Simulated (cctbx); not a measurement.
# Reading a Patterson map

Space group Fm-3m (no. 225), a = 11.2420 Å, b = 11.2420 Å, c = 11.2420 Å, α = 90.00°, β = 90.00°, γ = 90.00°, content Tl4 Rb8 Br24 V4.

The data are simulated with cctbx, not measured: synchrotron X-rays, λ = 0.7749 Å, to d = 0.77 Å, 80 % of the full sphere, strongest reflection 20000 counts, noise from counting, a 4 % proportional error and a noise floor of 4 counts (s.d.); no absorption.

Patterson synthesis, origin scaled to 1000:

```text
Patterson group F m -3 m
      u       v       w   height  length (A)
  0.000   0.000   0.000   1000.0     0.00
  0.000   0.000   0.500    562.3     5.62
  0.000   0.250   0.250    423.3     3.97
  0.250   0.250   0.250    410.1     4.87
  0.000   0.000   0.260    386.4     2.92
  0.000   0.000   0.102     22.0     1.14
  0.057   0.057   0.057     16.4     1.10
  0.000   0.073   0.427      9.0     4.87
  0.000   0.000   0.172      8.1     1.94
  0.146   0.250   0.250      6.5     4.30
  0.046   0.046   0.347      5.8     3.97
  0.086   0.208   0.292      5.8     4.14
  0.048   0.079   0.219      5.7     2.67
  0.036   0.165   0.296      4.9     3.83
```

**Question.** Which atom pairs make the peaks, and where is the heaviest atom?

A peak at u stands for all pairs with xi − xj = u, with weight Σ ZiZj against Σ Z² = 68712 at the origin. Peak heights follow these weights only roughly, since form factors, motion and series ripples differ, all vectors within 0.55 Å of a peak are counted as merged into it though the farther ones add only part of their weight, and F(000) is left out, which lowers the whole map:

| u | v | w | shortest length (Å) | height | 1000 ΣZiZj/ΣZ² | pairs in the cell |
| --- | --- | --- | --- | --- | --- | --- |
| 0.000 | 0.000 | 0.500 | 5.62 | 562 | 804 | 24 × Br–Br, 8 × Tl–V, 8 × Rb–Rb |
| 0.000 | 0.250 | 0.250 | 3.97 | 423 | 587 | 16 × Rb–Br, 16 × Br–Br |
| 0.250 | 0.250 | 0.250 | 4.87 | 410 | 448 | 8 × Tl–Rb, 8 × Rb–V |
| 0.000 | 0.000 | 0.260 | 2.92 | 386 | 424 | 8 × Tl–Br, 8 × Br–V |

The table stops at ten peaks or at a height of 45, below which ripples compete. In the model behind the data Tl, the heaviest element, has 1 independent site: (1/2, 0, 0), up to an allowed shift of origin. No listed peak is a Tl–Tl vector, so the position follows from the cell content and the cross vectors. The whole model:

| atom | mult. | x | y | z | Ueq (Å²) |
| --- | --- | --- | --- | --- | --- |
| Tl1 | 4 | 1/2 | 0 | 0 | 0.0041 |
| Rb1 | 8 | 1/4 | 3/4 | 3/4 | 0.0087 |
| Br1 | 24 | 0 | 0 | 0.7641 | 0.0088 |
| V1 | 4 | 0 | 0 | 0 | 0.0057 |

The model was made for the exercise: a known structure type with other elements put in, its volume estimated, not relaxed; displacement parameters are assumed.

[Logs are printed without paths, hosts, clocks, repeated set-up lines and the standing remarks that a program may print on its own settings, such as how far it seeks lower states.]
